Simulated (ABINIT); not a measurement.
## BaTiO3 (R3m): bands and cutoff in G0W0 with ABINIT

Aim: raise bands and screening cutoff together for BaTiO3 (R3m) and follow gap and time.

Calculated with ABINIT 10.8.3; LDA and many-body steps on it, plane waves.

**1. The starting structure**

It takes space group R3m (No. 160, trigonal). Conventional cell: a = 5.655 Å, b = 5.655 Å, c = 6.955 Å, α = 90.00°, β = 90.00°, γ = 120.00°. Ba has 12 O at 2.79 to 2.89 Å nearest. Ti has 6 O at 1.87 to 2.14 Å nearest. O has 2 Ti at 1.87 to 2.14 Å and 4 Ba at 2.79 to 2.89 Å nearest. Farther neighbours and most contacts between anions are not listed.

The cell and positions come from the Crystallography Open Database and are kept as given unless a step says otherwise. Spin-orbit coupling is left out unless a step names it.

**2. Empty states on the mesh, 4×4×4 mesh, 503 bands**

This step: ABINIT 10.8.3; DFT, LDA, plane waves, norm-conserving pseudopotentials.

The sums over transitions need many empty states on a uniform mesh; this step solves for them.

run.abi reads:

```
acell 3*1.0 Angstrom
rprim 
  2.827366608379 1.632380872429 2.318393493212
  -2.827366608379 1.632380872429 2.318393493212
  -0.000000000000 -3.264761744908 2.318393493176
ntypat 3
znucl 56 22 8
natom 5
typat 1 2 3 3 3
xred 
  0.000000000000 0.000000000000 0.000000000000
  0.484500000000 0.484500000000 0.484500000000
  0.508600000000 0.508600000000 0.017500000000
  0.017500000000 0.508600000000 0.508600000000
  0.508600000000 0.017500000000 0.508600000000
pp_dirpath "pseudos"
pseudos "Ba.upf, Ti.upf, O.upf"
ecut 38
ngkpt 4 4 4
nshiftk 1
shiftk 0 0 0
kptopt 1
chksymbreak 0
irdden 1
istwfk *1
nband 503
prtvol 0
optdriver 6
gwr_task "HDIAGO"
paral_kgb 0
occopt 1
indata_prefix "in"
outdata_prefix "out"
tmpdata_prefix "tmp"
```

Run with:

```
OMP_NUM_THREADS=1 mpirun -n 4 abinit run.abi > log
```

What it wrote:

```text
.Version 10.8.3 of ABINIT. v10.8.2 released Aug 2026.

 Symmetries : space group R3 m (#160); Bravais hR (rhombohedral)
[... echo of the input left out ...]
== DATASET  1 ==================================================================
-   mpi_nproc: 4, omp_nthreads: 1 (-1 if OMP is not activated)

--- !DatasetInfo
iteration_state: {dtset: 1, }
dimensions: {natom: 5, nkpt: 13, mband: 503, nsppol: 1, nspinor: 1, nspden: 1, mpw: 4921, }
cutoff_energies: {ecut:  38.0, pawecutdg:  -1.0, }
[...]
Indirect band gap semiconductor
 Fundamental gap:     2.348 (eV)
   VBM:     6.203 (eV) at k: [ 5.0000E-01,  5.0000E-01,  5.0000E-01]
   CBM:     8.551 (eV) at k: [ 0.0000E+00,  0.0000E+00,  0.0000E+00]
 Direct gap:         2.731 (eV) at k: [ 0.0000E+00,  0.0000E+00,  0.0000E+00]

== END DATASET(S) ==============================================================
================================================================================

 -outvars: echo values of variables after computation  --------
           etotal      0.0000000000E+00
            nband         503
             nkpt          13
          spgroup         160
 [... the other variables as echoed above ...]

 Calculation completed.
```

Run time: 4.8 min. Hardware: 4 MPI ranks of Arm Neoverse V2, shared host; peak memory 5.4 GiB; 19 min of CPU time.

This step gave:

```
gap                                                           : 2.348 eV
k of the valence top                                          : 0.5, 0.5, 0.5
k of the conduction bottom                                    : 0, 0, 0
least direct gap                                              : 2.731 eV
k points computed                                             : 13
lowest point of the top converged band, above the valence top : 205.0185 eV
```

On this mesh the gap is 2.348 eV.

The density comes from a self-consistent run that is not shown.

**3. Screening, 4×4×4 mesh, 114 bands, screening to 93.3 eV**

The RPA dielectric matrix is built and inverted for each q.

This step: RPA screening on LDA, plane waves, norm-conserving pseudopotentials.

run.abi, as its differences from that of step 2:

```diff
@@ -23,10 +23,11 @@
 chksymbreak 0
-irdden 1
 istwfk *1
-nband 503
-prtvol 0
-optdriver 6
-gwr_task "HDIAGO"
-paral_kgb 0
 occopt 1
+irdwfk 1
+optdriver 3
+nband 114
+ecuteps 3.43
+inclvkb 2
+awtr 1
+symchi 1
 indata_prefix "in"
```

What it wrote:

```text
.Version 10.8.3 of ABINIT. v10.8.2 released Aug 2026.

 Symmetries : space group R3 m (#160); Bravais hR (rhombohedral)
[... echo of the input left out ...]
== DATASET  1 ==================================================================
-   mpi_nproc: 4, omp_nthreads: 1 (-1 if OMP is not activated)

--- !DatasetInfo
iteration_state: {dtset: 1, }
dimensions: {natom: 5, nkpt: 13, mband: 114, nsppol: 1, nspinor: 1, nspden: 1, mpw: 4921, }
cutoff_energies: {ecut:  38.0, pawecutdg:  -1.0, }
electrons: {nelect:   4.00000000E+01, charge:   0.00000000E+00, occopt:   1.00000000E+00, tsmear:   1.00000000E-02, }

 SCREENING: Calculation of the susceptibility and dielectric matrices

 Based on a program developped by R.W. Godby, V. Olevano, G. Onida, and L. Reining.
 Incorporated in ABINIT by V. Olevano, G.-M. Rignanese, and M. Torrent.
.Using double precision arithmetic ; gwpc =  8

[... cell and pseudopotentials left out ...]
--------------------------------------------------------------------------------

 ==== K-mesh for the wavefunctions ====
 Number of points in the irreducible wedge :    13
[... list of points left out ...]
 Together with  6 symmetry operations and time-reversal symmetry
 yields    64 points in the full Brillouin Zone.

 ==== Q-mesh for the screening function ====
 Number of points in the irreducible wedge :    13
[... list of points left out ...]
 Together with  6 symmetry operations and time-reversal symmetry
 yields    64 points in the full Brillouin Zone.

 setmesh: FFT mesh size selected  =    27x   27x   27
          total number of points  =        19683

 vcoul_init : cutoff-mode = AUXILIARY_FUNCTION
 q-points for optical limit:   1
     1)      0.000010    0.000020    0.000030

- screening: taking advantage of time-reversal symmetry
- Maximum band index for partially occupied states nbvw = 20
- Remaining bands to be divided among processors   nbcw = 94
- Number of bands treated by each node ~23

 Number of electrons calculated from density =   40.0000; Expected =   40.0000
 average of density, n =  0.092325
 r_s =    1.3726
 omega_plasma =   29.3100 [eV]

 calculating chi0 at frequencies [eV] :
  1    0.000000E+00    0.000000E+00
  2    0.000000E+00    2.931003E+01

--------------------------------------------------------------------------------
  q-point number  1        q = ( 0.000000, 0.000000, 0.000000) [r.l.u.]
--------------------------------------------------------------------------------
[... chi0 elements left out ...]
 For q-point:  0.000010 0.000020 0.000030
  dielectric constant =   5.4821
  dielectric constant without local fields =   6.0422

  Average fulfillment of the sum rule on Im[epsilon] for q-point    1 :     64.92  [%]
[... wings left out ...]
  q-point number  2        q = ( 0.250000, 0.000000, 0.000000) [r.l.u.]
--------------------------------------------------------------------------------
[... chi0 elements left out ...]
  Average fulfillment of the sum rule on Im[epsilon] for q-point    2 :     76.02  [%]

 [... 11 further q-points ...]
```

Run time: 77 s. Hardware: 4 MPI ranks; peak memory 1.2 GiB; 5.1 min of CPU time.

This step gave:

```yaml
eps_infinity_with_local_fields_on_this_mesh_along_the_program_s_q_direction: 5.482
the_same_without_local_fields: 6.042
plasma_frequency: 29.31 eV
plane_waves_in_the_screening_matrix: 123
```

Local fields lower ε∞ by 9 %. On a Γ-centred mesh this coarse the value itself is usually too large, while a short band sum pulls it down.

**4. 114 bands, 93.3 eV**

The self-energy is evaluated for the states that the input lists, and the levels follow from it, in one-shot runs by the linearised quasiparticle equation.

This step: G0W0 on LDA, plane waves, norm-conserving pseudopotentials.

run.abi, as its differences from that of step 3:

```diff
@@ -26,8 +26,21 @@
 irdwfk 1
-optdriver 3
+optdriver 4
 nband 114
+gwcalctyp 0
+ecutsigx 38
+symsigma 1
+nkptgw 4
+kptgw 
+  0.5000000000 0.5000000000 0.5000000000
+  0.0000000000 0.0000000000 0.0000000000
+  0.5000000000 0.0000000000 0.0000000000
+  0.5000000000 0.5000000000 0.0000000000
+bdgw 
+  18 23
+  19 22
+  19 22
+  19 22
 ecuteps 3.43
-inclvkb 2
-awtr 1
-symchi 1
+irdscr 1
+ppmodel 1
 indata_prefix "in"
```

What it wrote:

```text
.Version 10.8.3 of ABINIT. v10.8.2 released Aug 2026.

 Symmetries : space group R3 m (#160); Bravais hR (rhombohedral)
[... echo of the input left out ...]
== DATASET  1 ==================================================================
-   mpi_nproc: 4, omp_nthreads: 1 (-1 if OMP is not activated)

--- !DatasetInfo
iteration_state: {dtset: 1, }
dimensions: {natom: 5, nkpt: 13, mband: 114, nsppol: 1, nspinor: 1, nspden: 1, mpw: 4921, }
cutoff_energies: {ecut:  38.0, pawecutdg:  -1.0, }
electrons: {nelect:   4.00000000E+01, charge:   0.00000000E+00, occopt:   1.00000000E+00, tsmear:   1.00000000E-02, }

 SIGMA: Calculation of the GW corrections

 Based on a program developped by R.W. Godby, V. Olevano, G. Onida, and L. Reining.
 Incorporated in ABINIT by V. Olevano, G.-M. Rignanese, and M. Torrent.
.Using double precision arithmetic ; gwpc =  8

[... cell and pseudopotentials left out ...]
--------------------------------------------------------------------------------

 ==== K-mesh for the wavefunctions ====
 Number of points in the irreducible wedge :    13
[... list of points left out ...]
 Together with  6 symmetry operations and time-reversal symmetry
 yields    64 points in the full Brillouin Zone.

 ==== Q-mesh for screening function ====
 Number of points in the irreducible wedge :    13
[... list of points left out ...]
 Together with  6 symmetry operations and time-reversal symmetry
 yields    64 points in the full Brillouin Zone.

 vcoul_init : cutoff-mode = AUXILIARY_FUNCTION
 q-points for optical limit:   1
     1)      0.000010    0.000020    0.000030
 setmesh: FFT mesh size selected  =    45x   45x   45
          total number of points  =        91125

 Number of electrons calculated from density =   40.0000; Expected =   40.0000
 average of density, n =  0.092325
 r_s =    1.3726
 omega_plasma =   29.3100 [eV]

 === KS Band Gaps ===
  >>>> For spin  1
   Minimum direct gap =   2.7310 [eV], located at k-point      :   0.0000  0.0000  0.0000
   Fundamental gap    =   2.3481 [eV], Top of valence bands at :   0.5000  0.5000  0.5000
                                       Bottom of conduction at :   0.0000  0.0000  0.0000
 SIGMA fundamental parameters:
 PLASMON POLE MODEL  1
 number of plane-waves for SigmaX                 4921
 number of plane-waves for SigmaC and W            123
 number of plane-waves for wavefunctions          4921
 number of bands                                   114
 number of independent spin polarizations            1
 number of spinorial components                      1
 number of k-points in IBZ                          13
 number of q-points in IBZ                          13
 number of symmetry operations                       6
 number of k-points in BZ                           64
 number of q-points in BZ                           64
 number of frequencies for dSigma/dE                 9
 frequency step for dSigma/dE [eV]                0.25
 number of omega for Sigma on real axis              0
 max omega for Sigma on real axis  [eV]           0.00
 zcut for avoiding poles [eV]                     0.10

 EPSILON^-1 parameters (SCR file):
 dimension of the eps^-1 matrix on file            123
 dimension of the eps^-1 matrix used               123
 number of plane-waves for wavefunctions          4921
 number of bands                                   114
 number of q-points in IBZ                          13
 number of frequencies                               2
 number of real frequencies                          1
 number of imag frequencies                          1

 matrix elements of self-energy operator (all in [eV])

 Perturbative Calculation

--- !SelfEnergy_ee
iteration_state: {dtset: 1, }
kpoint     : [   0.500,    0.500,    0.500, ]
spin       : 1
KS_gap     :    4.363
QP_gap     :    6.358
Delta_QP_KS:    1.995
data: !SigmaeeData |
     Band     E0 <VxcDFT>   SigX SigC(E0)      Z dSigC/dE  Sig(E)    E-E0       E
       18   6.187 -19.725 -24.882   4.937   0.771  -0.297 -19.895  -0.170   6.018
       19   6.187 -19.725 -24.882   4.937   0.771  -0.297 -19.895  -0.170   6.018
       20   6.203 -19.741 -24.911   4.946   0.771  -0.297 -19.913  -0.173   6.030
       21  10.566 -21.478 -13.087  -5.973   0.754  -0.327 -19.656   1.822  12.388
       22  10.718 -21.654 -13.172  -6.019   0.751  -0.332 -19.805   1.849  12.568
       23  10.718 -21.654 -13.172  -6.019   0.751  -0.332 -19.805   1.849  12.568

--- !SelfEnergy_ee
iteration_state: {dtset: 1, }
kpoint     : [   0.000,    0.000,    0.000, ]
spin       : 1
KS_gap     :    2.731
QP_gap     :    4.497
Delta_QP_KS:    1.766
data: !SigmaeeData |
     Band     E0 <VxcDFT>   SigX SigC(E0)      Z dSigC/dE  Sig(E)    E-E0       E
[...]
--- !SelfEnergy_ee
iteration_state: {dtset: 1, }
kpoint     : [   0.500,    0.000,    0.000, ]
spin       : 1
KS_gap     :    3.344
QP_gap     :    5.214
Delta_QP_KS:    1.871
data: !SigmaeeData |
     Band     E0 <VxcDFT>   SigX SigC(E0)      Z dSigC/dE  Sig(E)    E-E0       E
[...]
--- !SelfEnergy_ee
iteration_state: {dtset: 1, }
kpoint     : [   0.500,    0.500,    0.000, ]
spin       : 1
KS_gap     :    3.964
QP_gap     :    5.953
Delta_QP_KS:    1.989
data: !SigmaeeData |
     Band     E0 <VxcDFT>   SigX SigC(E0)      Z dSigC/dE  Sig(E)    E-E0       E
[...]
20   6.124 -19.576 -24.727   4.915   0.772  -0.296 -19.758  -0.182   5.942
       21  10.088 -21.227 -13.267  -5.586   0.761  -0.314 -19.421   1.807  11.894
       22  10.088 -21.197 -13.267  -5.586   0.761  -0.314 -19.413   1.784  11.872

== END DATASET(S) ==============================================================
================================================================================

 -outvars: echo values of variables after computation  --------
           etotal      0.0000000000E+00
            nband         114
             nkpt          13
          spgroup         160
 [... the other variables as echoed above ...]

 Calculation completed.
```

The job ended after 12 s (4 MPI ranks; peak memory 0.96 GiB; 47 s of CPU time).

This step gave:

| Property | Result |
| --- | --- |
| G0W0 gap on the mesh | 4.147 eV |
| starting gap on the mesh | 2.348 eV |
| k of the valence top | 0.5, 0.5, 0.5 |
| k of the conduction bottom | 0, 0, 0 |
| Z at the valence top | 0.771 |
| Z at the conduction bottom | 0.787 |
| least direct G0W0 gap on the computed points | 4.498 eV |

The gap on the mesh goes from 2.35 eV to 4.15 eV, a correction of +1.80 eV.

**5. Screening, 4×4×4 mesh, 163 bands, screening to 123.5 eV**

This step: RPA screening on LDA, plane waves, norm-conserving pseudopotentials.

run.abi, as its differences from that of step 4:

```diff
@@ -26,21 +26,8 @@
 irdwfk 1
-optdriver 4
-nband 114
-gwcalctyp 0
-ecutsigx 38
-symsigma 1
-nkptgw 4
-kptgw 
-  0.5000000000 0.5000000000 0.5000000000
-  0.0000000000 0.0000000000 0.0000000000
-  0.5000000000 0.0000000000 0.0000000000
-  0.5000000000 0.5000000000 0.0000000000
-bdgw 
-  18 23
-  19 22
-  19 22
-  19 22
-ecuteps 3.43
-irdscr 1
-ppmodel 1
+optdriver 3
+nband 163
+ecuteps 4.54
+inclvkb 2
+awtr 1
+symchi 1
 indata_prefix "in"
```

What it wrote:

```text
.Version 10.8.3 of ABINIT. v10.8.2 released Aug 2026.

 Symmetries : space group R3 m (#160); Bravais hR (rhombohedral)
[... echo of the input left out ...]
== DATASET  1 ==================================================================
-   mpi_nproc: 4, omp_nthreads: 1 (-1 if OMP is not activated)

--- !DatasetInfo
iteration_state: {dtset: 1, }
dimensions: {natom: 5, nkpt: 13, mband: 163, nsppol: 1, nspinor: 1, nspden: 1, mpw: 4921, }
cutoff_energies: {ecut:  38.0, pawecutdg:  -1.0, }
electrons: {nelect:   4.00000000E+01, charge:   0.00000000E+00, occopt:   1.00000000E+00, tsmear:   1.00000000E-02, }

 SCREENING: Calculation of the susceptibility and dielectric matrices

 Based on a program developped by R.W. Godby, V. Olevano, G. Onida, and L. Reining.
 Incorporated in ABINIT by V. Olevano, G.-M. Rignanese, and M. Torrent.
.Using double precision arithmetic ; gwpc =  8

[... cell and pseudopotentials left out ...]
--------------------------------------------------------------------------------

 ==== K-mesh for the wavefunctions ====
 Number of points in the irreducible wedge :    13
[... list of points left out ...]
 Together with  6 symmetry operations and time-reversal symmetry
 yields    64 points in the full Brillouin Zone.

 ==== Q-mesh for the screening function ====
 Number of points in the irreducible wedge :    13
[... list of points left out ...]
 Together with  6 symmetry operations and time-reversal symmetry
 yields    64 points in the full Brillouin Zone.

 setmesh: FFT mesh size selected  =    30x   30x   30
          total number of points  =        27000

 vcoul_init : cutoff-mode = AUXILIARY_FUNCTION
 q-points for optical limit:   1
     1)      0.000010    0.000020    0.000030

- screening: taking advantage of time-reversal symmetry
- Maximum band index for partially occupied states nbvw = 20
- Remaining bands to be divided among processors   nbcw = 143
- Number of bands treated by each node ~35

 Number of electrons calculated from density =   40.0000; Expected =   40.0000
 average of density, n =  0.092325
 r_s =    1.3726
 omega_plasma =   29.3100 [eV]

 calculating chi0 at frequencies [eV] :
  1    0.000000E+00    0.000000E+00
  2    0.000000E+00    2.931003E+01

--------------------------------------------------------------------------------
  q-point number  1        q = ( 0.000000, 0.000000, 0.000000) [r.l.u.]
--------------------------------------------------------------------------------
[... chi0 elements left out ...]
 For q-point:  0.000010 0.000020 0.000030
  dielectric constant =   5.4191
  dielectric constant without local fields =   6.0493

  Average fulfillment of the sum rule on Im[epsilon] for q-point    1 :     73.08  [%]
[... wings left out ...]
  q-point number  2        q = ( 0.250000, 0.000000, 0.000000) [r.l.u.]
--------------------------------------------------------------------------------
[... chi0 elements left out ...]
  Average fulfillment of the sum rule on Im[epsilon] for q-point    2 :     82.17  [%]

 [... 11 further q-points ...]
```

Elapsed: 2.6 min, on 4 MPI ranks; peak memory 1.8 GiB; 10 min of CPU time.

Numbers from this step:

```
ε∞ with local fields, on this mesh, along the program's q direction : 5.419
the same without local fields                                       : 6.049
plasma frequency                                                    : 29.31 eV
plane waves in the screening matrix                                 : 203
```

(Part 1 of 2 ends here.)

[Paths, hosts, dates, memory and timing lines, banners, echoed tables and standing remarks are left out of the program output.]

[Logs are printed without paths, hosts, clocks, repeated set-up lines and the standing remarks that a program may print on its own settings, such as how far it seeks lower states.]

[Runs of the session that timed out or met a known fault of the program may be left out.]

[Hosts, paths, dates, database ids (printed as entryN), source tags and the programs' standing remarks are cut or masked in the printed files.]

[G0W0 gaps are taken among the corrected bands and points alone; a level outside them can change the order at an edge.]

[Where Ansatz stands beside ABINIT at settings called matched, ABINIT's density can come from a denser mesh and the files from another edition; pairs whose starting gaps differed by over 0.03 eV were left out, so agreement reads better than it is.]
